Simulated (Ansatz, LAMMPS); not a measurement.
# What went wrong? glassy 61Al2O3-39P2O5 (mol %) (104 atoms)

Program: Ansatz 0.2.0. The cell: 22 Al, 14 P and 68 O.

input.yaml reads:

```yaml
crystal:
  lattice:
    - [10.80682, 0.0, 0.0]
    - [0.0, 10.80682, 0.0]
    - [0.0, 0.0, 10.80682]
  atoms:
    - { symbol: Al, position: [0.1666, 0.14787, 0.24229] }
    - { symbol: Al, position: [0.87928, 0.98925, 0.90526] }
    - { symbol: Al, position: [0.55401, 0.47186, 0.00779] }
    - { symbol: Al, position: [0.96797, 0.77766, 0.11205] }
    - { symbol: Al, position: [0.35962, 0.897, 0.83688] }
    - { symbol: Al, position: [0.43703, 0.17078, 0.84214] }
    - { symbol: Al, position: [0.45301, 0.8343, 0.44385] }
    - { symbol: Al, position: [0.64194, 0.99588, 0.48515] }
    - { symbol: Al, position: [0.4656, 0.52463, 0.46776] }
    - { symbol: Al, position: [0.9393, 0.03565, 0.37523] }
    - { symbol: Al, position: [0.89202, 0.26683, 0.22994] }
    - { symbol: Al, position: [0.08491, 0.13533, 0.58501] }
    - { symbol: Al, position: [0.01673, 0.77736, 0.67908] }
    - { symbol: Al, position: [0.63311, 0.80222, 0.81955] }
    - { symbol: Al, position: [0.8447, 0.9988, 0.65688] }
    - { symbol: Al, position: [0.7444, 0.74511, 0.5742] }
    - { symbol: Al, position: [0.52733, 0.77057, 0.07995] }
    - { symbol: Al, position: [0.36461, 0.04478, 0.59215] }
    [... 80 atom lines left out ...]
    - { symbol: O, position: [0.7473, 0.35732, 0.64764] }
    - { symbol: O, position: [0.89002, 0.71328, 0.61543] }
    - { symbol: O, position: [0.58753, 0.22539, 0.75557] }
    - { symbol: O, position: [0.36498, 0.82463, 0.13082] }
    - { symbol: O, position: [0.59363, 0.12958, 0.13456] }
    - { symbol: O, position: [0.14348, 0.29143, 0.92791] }
kpoints:
  mp_grid: { grid: [1, 1, 1] }
hamiltonian:
  xc: pbe
scf:
  occupations: { method: tetrahedron }
  eigensolver: { kind: { support_functions: { accuracy: low } } }
  max_iter: 60
output:
  forces: true
```

On the command line:

```
> ansatz run input.yaml --threads 4 --pin off --max-ram 8192MiB --backend cpu --events-out ev --progress --plain --runs-dir out
```

Log:

```text
Error: scf.eigensolver.kind.support_functions with scf.occupations.method: tetrahedron|tetrahedron_uncorrected — tetrahedra are not implemented on support functions; set another scf.occupations.method, or use scf.eigensolver.kind: auto
```

Run time: 0.04 s. Hardware: 4 threads of Intel Xeon Platinum 8488C (Sapphire Rapids), shared host; peak memory 0.042 GiB.

Q: Name the fault and the fix.

Tetrahedra on support functions: basis.ecutwfc removed, support_functions.accuracy = "low" and scf.occupations.method = "tetrahedron".

The fix is to go back to the occupations of the reference.

The program refused it before any cycle.

[Logs are printed without paths, hosts, clocks, repeated set-up lines and the standing remarks that a program may print on its own settings, such as how far it seeks lower states.]

[Hosts, paths, dates, database ids (printed as entryN), source tags and the programs' standing remarks are cut or masked in the printed files.]
